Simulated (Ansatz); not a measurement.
## I on Rh(111): change of the work function: the clean slab

Ansatz 0.2.0; plane-wave DFT, PBE, Ansatz PAW.

The input, input.yaml:

```yaml
crystal:
  lattice:
    - [2.6870057685, 0.0, 0.0]
    - [1.3435028843, 2.3270152556, 0.0]
    - [0.0, 0.0, 24.5817930688]
  atoms:
    - { symbol: Rh, position: [0.0, 0.0, 0.3661246344] }
    - { symbol: Rh, position: [0.3333333333, 0.3333333333, 0.4553748781] }
    - { symbol: Rh, position: [0.6666666667, 0.6666666667, 0.5446251219] }
    - { symbol: Rh, position: [0.0, 0.0, 0.6338753656] }
kpoints:
  mp_grid: { grid: [12, 12, 1] }
hamiltonian:
  xc: pbe
scf:
  occupations: { method: fermi_dirac, width: 0.1 }
  convergence: { dr2_threshold: 1.0e-08 }
efield:
  axis: 3
  dipole_correction: true
  ramp_position: 0.97
  ramp_width: 0.06
relax:
  f_tol: 0.02
  max_steps: 60
  constraints: [{ sites: [0, 1] }]
output:
  write_potential: true
  write_density: true
  volumetric_format: npy
```

Command:

```bash
$ ansatz run input.yaml --threads 4 --pin off --max-ram 6144MiB --backend cpu --events-out ev --progress --plain --runs-dir out
```

Q: Predict the work function upper face and electron's electrostatic potential energy less the Fermi level against z.

In the vacuum the potential turns flat, and its height over the Fermi level, 5.17 eV, is the work function of the face beside that plateau.

Forces are held to the 6 operations that the run works with; a distortion that breaks them can't arise in this run.

Relaxation path:

```csv
step,energy less that of the first step (eV),largest force component (eV/Å)
1,0.0000,0.0350
2,-0.0001,0.0224
3,-0.0001,0.0004
```

The relaxed structure:

```xyz
4
Lattice="2.6870 0.0000 0.0000 1.3435 2.3270 0.0000 0.0000 0.0000 24.5818" Properties=species:S:1:pos:R:3
Rh    0.0000    0.0000    9.0000
Rh    1.3435    0.7757   11.1939
Rh    2.6870    1.5513   13.3841
Rh    0.0000    0.0000   15.5738
```

Numbers from this step:

```yaml
work_function_upper_face: 5.167 eV
dipole_along_the_normal: 6.23e-5 e·Å
```

Running mean over 2.194 Å of the planar mean; the ramp of the sawtooth is left out. Table of electron's electrostatic potential energy less the Fermi level by z:

```csv
z (Å),electron's electrostatic potential energy less the Fermi level (eV)
3.5,5.17
4.0,5.17
4.5,5.17
5.0,5.16
5.5,5.15
6.0,5.10
6.5,4.90
7.0,4.16
7.5,0.989
8.0,-5.57
8.5,-11.0
9.0,-12.7
9.5,-13.0
10.0,-13.1
10.5,-13.1
11.0,-13.2
11.5,-13.3
12.0,-13.3
12.5,-13.3
13.0,-13.3
13.5,-13.2
14.0,-13.2
14.5,-13.1
15.0,-13.0
15.5,-12.8
16.0,-11.5
16.5,-6.58
17.0,0.143
17.5,3.93
18.0,4.85
18.5,5.08
19.0,5.14
19.5,5.16
20.0,5.17
20.5,5.17
21.0,5.17
21.5,5.17
```

[Logs are printed without paths, hosts, clocks, repeated set-up lines and the standing remarks that a program may print on its own settings, such as how far it seeks lower states.]

[Hosts, paths, dates, database ids (printed as entryN), source tags and the programs' standing remarks are cut or masked in the printed files.]

[Maps of the electrostatic potential energy from Ansatz leave out the sawtooth potential of an applied field or a dipole correction, so their vacuum need not be flat; planar profiles and work functions include it.]
